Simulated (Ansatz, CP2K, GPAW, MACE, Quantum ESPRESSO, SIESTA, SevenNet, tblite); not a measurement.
**SIESTA on (5,5) carbon nanotube bundle (80 atoms): settings against a plane-wave reference**

Wanted: SIESTA inputs and outputs for (5,5) carbon nanotube bundle (80 atoms), checked against a plane-wave reference.

Calculated with SIESTA 5.4.2; the method is named at each step.

### 1. Starting point

The cell holds 80 atoms: 80 C. Cell: a = 10.081 Å, b = 10.081 Å, c = 9.840 Å, α = 90.0°, β = 90.0°, γ = 120.0°. It derives from C (graphene). Graphene sheet (a = 2.46 Å) rolled into a (5,5) tube of diameter 6.78 Å, 4 periods, hexagonal bundle with 3.3 Å between walls; not relaxed, displaced by a Gaussian of 0.02 Å. Then every atom was moved at random, 0.05 Å r.m.s. a Cartesian component. The structure's axis is c.

The yardstick, on the same geometry:

| Quantity | Value |
| --- | --- |
| method | Kohn-Sham DFT, PBE, SSSP efficiency 1.3.0 pseudopotentials, plane waves (Quantum ESPRESSO 7.5); sssp-pbe-1.3.0-efficiency, cutoffs 45/360 Ry, Γ point |
| r.m.s. force component | 3.583 eV/Å |
| longest force | 12.35 eV/Å |
| pressure | 10.02 GPa |
| time | 2.4 min on 2 MPI ranks of Arm Neoverse V1, shared host |
| CPU time | 4.9 min |

### 2. PBE, DZP, shift 0.01 Ry, mesh 300 Ry

Method: Kohn-Sham DFT, PBE, PseudoDojo 0.4.1 norm-conserving pseudopotentials (converted to PSML), numerical atomic orbitals (DZP), diagonalisation.

The .psml files are PseudoDojo norm-conserving potentials that we converted to this format, checked against plane waves on the same files for H, C, O, Si, Ge and Ca alone.

File input.fdf:

```
SystemLabel cell
NumberOfAtoms 80
NumberOfSpecies 1
%block ChemicalSpeciesLabel
  1 6 C
%endblock ChemicalSpeciesLabel
LatticeConstant 1.0 Ang
%block LatticeVectors
  10.08135 0.00000 0.00000
  -5.04067 8.73070 0.00000
  0.00000 0.00000 9.84000
%endblock LatticeVectors
PAO.BasisSize DZP
PAO.EnergyShift 0.01 Ry
XC.Functional GGA
XC.Authors PBE
MeshCutoff 300 Ry
%block kgrid_Monkhorst_Pack
  1 0 0 0.0
  0 1 0 0.0
  0 0 1 0.0
%endblock kgrid_Monkhorst_Pack
SolutionMethod diagon
OccupationFunction FD
ElectronicTemperature 580 K
SCF.Mixer.Method Pulay
SCF.Mixer.Weight 0.05
SCF.Mixer.History 8
SCF.Mix Hamiltonian
MaxSCFIterations 300
SCF.DM.Tolerance 1e-04
SCF.H.Tolerance 1.0e-3 eV
WriteForces T
Write.HirshfeldPop T
Write.VoronoiPop T
Write.DM F
Write.H F
XML.Write F
AtomicCoordinatesFormat Fractional
%block AtomicCoordinatesAndAtomicSpecies
  0.36831 0.07859 0.12432 1
  0.38901 0.15384 0.99695 1
  0.37427 0.29408 0.00707 1
  0.33234 0.32989 0.12140 1
  0.23445 0.38922 0.12502 1
  0.14582 0.37087 0.25608 1
  0.99742 0.32948 0.00347 1
  0.91723 0.29025 0.11772 1
  0.77202 0.15265 0.13027 1
  0.71041 0.07622 0.25448 1
  0.62400 0.91278 0.99051 1
  0.61086 0.84554 0.12711 1
  0.63395 0.70995 0.13475 1
  0.65052 0.65117 0.24708 1
  0.77479 0.62645 0.25368 1
  0.84139 0.62504 0.12164 1
  0.99033 0.66434 0.12195 1
  0.08438 0.71884 0.24548 1
  0.22960 0.84707 0.25056 1
  0.29750 0.92963 0.12676 1
  0.36918 0.08249 0.36846 1
  0.39367 0.15332 0.24612 1
  0.36921 0.28946 0.25895 1
  0.33529 0.34335 0.38194 1
  0.23374 0.38069 0.37844 1
  0.16958 0.38850 0.49349 1
  0.99384 0.33917 0.24328 1
  0.92808 0.30363 0.38011 1
  0.76885 0.16104 0.36889 1
  0.69736 0.06730 0.50448 1
  0.62244 0.92499 0.25182 1
  0.61206 0.83873 0.37588 1
  0.62748 0.70096 0.38202 1
  0.66526 0.66816 0.50794 1
  0.77047 0.61598 0.50059 1
  0.83903 0.61712 0.36883 1
  0.99666 0.65839 0.37316 1
  0.09523 0.71627 0.50901 1
  0.22937 0.83744 0.50716 1
  0.29585 0.91984 0.38204 1
  0.36610 0.07434 0.62593 1
  0.38184 0.15988 0.49706 1
  0.37371 0.28506 0.49547 1
  0.33993 0.34622 0.62042 1
  0.23399 0.38644 0.62631 1
  0.14622 0.38439 0.75731 1
  0.00272 0.33270 0.49827 1
  0.91460 0.28880 0.61963 1
  0.76242 0.14563 0.62893 1
  0.71222 0.08694 0.75171 1
  0.63197 0.92016 0.50098 1
  0.62217 0.85004 0.62103 1
  0.63874 0.72307 0.62247 1
  0.66621 0.66056 0.74695 1
  0.77900 0.61192 0.74680 1
  0.82856 0.60794 0.62744 1
[... 20 atom lines left out ...]
  0.00565 0.66528 0.87296 1
  0.07857 0.71533 0.99687 1
  0.23301 0.83911 0.99462 1
  0.29640 0.92402 0.86561 1
%endblock AtomicCoordinatesAndAtomicSpecies
```

On the command line:

```sh
$ OMP_NUM_THREADS=1 mpirun -np 2 siesta < input.fdf > output.txt
```

The log of the run:

```text
Version         : 5.4.2
reinit: System Name:
reinit: System Label: cell
initatom: Reading input for the pseudopotentials and atomic orbitals ----------
Species number:   1 Atomic number:    6 Label: C
Ground state valence configuration (from tables):   2s02  2p02  3d00  4f00
---- Processing specs for species: C
GGA--PBE XC_GGA_X_PBE--XC_GGA_C_PBE pb
C pseudopotential only contains V_ls up to l=1 -- lmxkb reset.
Using PAO.SplitTailNorm
%block ChemicalSpeciesLabel
    1    6 C                       # Species index, atomic number, species label
%endblock ChemicalSpeciesLabel
%block PAO.Basis                 # Define Basis set
C                     2                    # Species label, number of l-shells
 n=2   0   2                         # n, l, Nzeta
   4.484      3.048
   1.000      1.000
 n=2   1   2 P   1                   # n, l, Nzeta, Polarization, NzetaPol
   5.436      3.692
   1.000      1.000
%endblock PAO.Basis
coor:   Atomic-coordinates input format  =     Fractional
siesta: System type = bulk
initatomlists: Number of atoms, orbitals, and projectors:     80  1040   640
siesta: ******************** Simulation parameters ****************************
Total number of electrons:   320.000000
Total ionic charge:   320.000000
 Kpoints in:            1 . Kpoints trimmed:            1
siesta: k-grid: Number of k-points = 1
siesta: k-points from Monkhorst-Pack grid
siesta: k-cutoff (effective) =     4.920 Ang
siesta: k-point supercell and displacements
siesta: k-grid:     1     0     0      0.000
siesta: k-grid:     0     1     0      0.000
siesta: k-grid:     0     0     1      0.000
                     ====================================
                        Single-point calculation
                     ====================================
outcell: Unit cell vectors (Ang):
       10.081350    0.000000    0.000000
       -5.040670    8.730700    0.000000
        0.000000    0.000000    9.840000
outcell: Cell vector modules (Ang)   :   10.081350   10.081343    9.840000
outcell: Cell angles (23,13,12) (deg):     90.0000     90.0000    120.0000
outcell: Cell volume (Ang**3)        :    866.0897
Gamma-point calculation with multiply-connected orbital pairs
Gamma-point calculation with multiply-connected orbital pairs
Folding of H and S implicitly performed
Folding of H and S implicitly performed
new_DM -- step:     1
Initializing Density Matrix...
Attempting to read DM from file... Failed...
DM filled with atomic data:
InitMesh: MESH = 96 x 96 x 108 = 995328
InitMesh: Mesh cutoff (required, used) =   300.000   332.935 Ry
stepf: Fermi-Dirac step function
        iscf     Eharris(eV)        E_KS(eV)     FreeEng(eV)     dDmax    Ef(eV) dHmax(eV)
   scf:    1   -12953.345905   -13048.559959   -13048.560186  1.904544 -5.502345  4.671985
   scf:    2   -13051.380692   -13049.997349   -13049.997574  0.008032 -5.429618  4.056846
   scf:    3   -13057.401391   -13055.302041   -13055.302266  0.072448 -4.822906  2.252323
   scf:    4   -13056.823398   -13056.227677   -13056.227888  0.025604 -4.598440  0.599797
   scf:    5   -13056.343426   -13056.299208   -13056.299418  0.012966 -4.484771  0.434934
   scf:    6   -13056.485503   -13056.423672   -13056.423883  0.004578 -4.489585  0.133760
   scf:    7   -13056.436589   -13056.431784   -13056.431994  0.001264 -4.487388  0.039157
   scf:    8   -13056.431090   -13056.431548   -13056.431758  0.000982 -4.496009  0.034134
   scf:    9   -13056.434177   -13056.433004   -13056.433213  0.001296 -4.493592  0.015212
   scf:   10   -13056.433348   -13056.433194   -13056.433403  0.000521 -4.500275  0.010261
   scf:   11   -13056.433373   -13056.433288   -13056.433498  0.000239 -4.499235  0.006198
   scf:   12   -13056.433374   -13056.433336   -13056.433545  0.000260 -4.500758  0.002047
   scf:   13   -13056.433340   -13056.433338   -13056.433548  0.000021 -4.500849  0.001825
   scf:   14   -13056.433346   -13056.433343   -13056.433552  0.000063 -4.501209  0.000834
SCF Convergence by DM+H criterion
max |DM_out - DM_in|         :     0.0000628061
max |H_out - H_in|      (eV) :     0.0008337844
SCF cycle converged after 14 iterations
Using DM_out to compute the final energy and forces
siesta: E_KS(eV) =           -13056.4333
siesta: E_KS - E_eggbox =    -13056.4333
siesta: Atomic forces (eV/Ang):
     1    1.178683    5.391525   -2.661440
     2   -0.629531    1.476203    1.132147
     3    2.122599   -2.863987   -7.494468
     4    0.778487    1.198665    7.440029
     5   -3.968853    0.058267    1.859362
     6    3.665627    2.179316   -3.762717
     7    1.919065    2.643469   -4.017778
     8   -2.414940   -1.944698    4.721918
     9   -1.179435   -0.694421   -3.683980
    10   -0.410062    5.584170   -2.061529
    11   -0.222418   -0.075881    5.339972
    12    0.388795   -1.952889   -1.021317
[...]
76    1.178380   -0.989175    3.087778
    77   -1.705429   -1.144197   -1.198878
    78    1.156895   -0.183962    1.419577
    79    0.845694    2.827564    2.067023
    80   -0.272669   -9.416865    5.663162
----------------------------------------
   Tot    0.003309   -0.003172    0.004487
----------------------------------------
   Max   12.288387
   Res    3.993701    sqrt( Sum f_i^2 / 3N )
----------------------------------------
   Max   12.288387    constrained
Stress tensor Voigt[x,y,z,yz,xz,xy] (kbar):     -153.67     -202.96     -167.36        3.75      -16.32        6.95
(Free)E + p*V (eV/cell)   -12962.0172
Target enthalpy (eV/cell)   -13056.4336
siesta: Program's energy decomposition (eV):
siesta: Ebs     =     -4423.400695
siesta: Eions   =     22572.937445
siesta: Ena     =      5930.807565
siesta: Ekin    =      9040.174024
siesta: Enl     =      -457.238166
siesta: DEna    =      -339.646711
siesta: DUscf   =        24.513554
siesta: Ex      =     -4272.709509
siesta: Ec      =      -409.396655
siesta: Exc     =     -4682.106163
siesta: Eharris =    -13056.433346
siesta: Etot    =    -13056.433343
siesta: FreeEng =    -13056.433552
siesta: Final energy (eV):
siesta:  Band Struct. =   -4423.400695
siesta:       Kinetic =    9040.174024
siesta:       Hartree =    6672.309518
siesta:         Exch. =   -4272.709509
siesta:         Corr. =    -409.396655
siesta:   Exch.-corr. =   -4682.106163
siesta:  Ion-electron =  -21681.635589
siesta:       Ion-ion =   -2405.175132
siesta:         Total =  -13056.433343
siesta:         Fermi =      -4.501209
siesta: Stress tensor (static) (eV/Ang**3):
siesta:    -0.095910    0.004338   -0.010185
siesta:     0.004338   -0.126677    0.002340
siesta:    -0.010185    0.002340   -0.104456
siesta: Cell volume =        866.089666 Ang**3
siesta: Pressure (static):
siesta:                Solid            Molecule  Units
siesta:           0.00118732          0.00101417  Ry/Bohr**3
siesta:           0.10901458          0.09311716  eV/Ang**3
siesta:         174.66060558        149.19014259  kBar
    Orbital volume contribution        =          30.376182 eV
    (Free)E + p_basis*V_orbitals       =      -13026.057370 eV
    (Free)Eharris+ p_basis*V_orbitals  =      -13026.057374 eV
Hirshfeld Atomic Populations:
Atom #   charge [q] valence [e]  Species
     1    -0.011892    4.011892  C
     2     0.016902    3.983098  C
     3    -0.006628    4.006628  C
     4    -0.011911    4.011911  C
     5    -0.007858    4.007858  C
     6     0.016920    3.983080  C
     7     0.002768    3.997232  C
     8    -0.006632    4.006632  C
     9     0.010953    3.989047  C
    10    -0.014416    4.014416  C
    11    -0.005735    4.005735  C
    12     0.006426    3.993574  C
[...]
--------------------
 Total    -0.000024
Voronoi Atomic Populations:
Atom #   charge [q] valence [e]  Species
[...]
76     0.013091    3.986909  C
    77     0.003427    3.996573  C
    78    -0.004296    4.004296  C
    79     0.003152    3.996848  C
    80    -0.005187    4.005187  C
--------------------
 Total    -0.000024
```

The job ended after 85 s (2 MPI ranks of Arm Neoverse V1, shared host; peak memory 1 GiB; 2.8 min of CPU time).

Banners, paths, timers and routine set-up lines are dropped from the logs unmarked, and long logs keep their key lines alone; longer cuts are marked.

Against the reference:

| Quantity | Value |
| --- | --- |
| r.m.s. force component | 3.994 eV/Å |
| r.m.s. difference of force components | 471.7 meV/Å |
| longest difference of force vectors | 1391 meV/Å |
| force difference over r.m.s. force | 13.17 % |
| slope of forces against the reference's | 1.113 |
| correlation of force components | 0.9981 |
| pressure | 17.47 GPa |
| pressure difference | 7.45 GPa |

This run lies far from the reference in forces at the same functional.

Local excerpt of 10 atoms (numbers count through the whole input) about C79, picked at random; x, y, z are measured from there.

```
atom      x      y      z  distance (Å)  bonds  Hirshfeld charge (e)     Fx     Fy  Fz (eV/Å)
 C79   0.00   0.00   0.00          0.00      3                  0.01   0.85   2.83       2.07
 C78  -0.93  -1.08   0.02          1.43      3                 -0.01   1.16  -0.18       1.42
 C80   0.21   0.74  -1.27          1.49      3                 -0.01  -0.27  -9.42       5.66
 C20   0.19   0.79   1.30          1.53      3                  0.00  -0.31  -9.48      -2.10
 C59  -0.21   0.00  -2.33          2.34      3                  0.00   6.74   9.15      -5.27
 C61   0.17   2.03  -1.20          2.36      3                 -0.01   0.12   8.85       2.07
 C77  -1.42  -1.52  -1.20          2.40      3                  0.00  -1.71  -1.14      -1.20
  C1   0.16   2.09   1.28          2.45      3                 -0.01   1.18   5.39      -2.66
 C17  -1.57  -1.53   1.25          2.52      3                  0.00   5.51   2.84      -0.17
 C19  -0.07   0.07   2.52          2.52      3                  0.00   2.06   1.28       1.07
```

Forces lie 13 % from the reference's, at 0.58 times its CPU time.

### 3. Summary of results

- force difference from the reference: SIESTA PBE, DZP, shift 0.01 Ry, mesh 300 Ry, 13 %
- its CPU time: 2.8 min

The PBE run in local orbitals differs by 13 % (SIESTA PBE, DZP, shift 0.01 Ry, mesh 300 Ry); basis, grid and potentials can all enter. SIESTA PBE, DZP, shift 0.01 Ry, mesh 300 Ry stiffens the forces by a factor of 1.11 while following their directions (correlation 0.998). In pressure, SIESTA PBE, DZP, shift 0.01 Ry, mesh 300 Ry misses by +7.5 GPa, at the same functional. The reference's pressure holds the uncorrected Pulay stress of its 45 Ry basis, so small pressure differences, and their order, may be the reference's own error. The reference's stress is far from hydrostatic: its diagonal is 9.9, 14.4, 5.7 GPa, compression counted positive. The reference's pressure of 10 GPa belongs to a cell and atoms that aren't relaxed at this level. The electronic-structure runs sample only Γ, in a cell whose shortest periodic width is 9 Å.

[Also dropped from logs without a mark: logging warnings of Python, and SIESTA's first energy breakdown and zero terms.]

[Logs are printed without paths, hosts, clocks, repeated set-up lines and the standing remarks that a program may print on its own settings, such as how far it seeks lower states.]

[Hosts, paths, dates, database ids (printed as entryN), source tags and the programs' standing remarks are cut or masked in the printed files.]
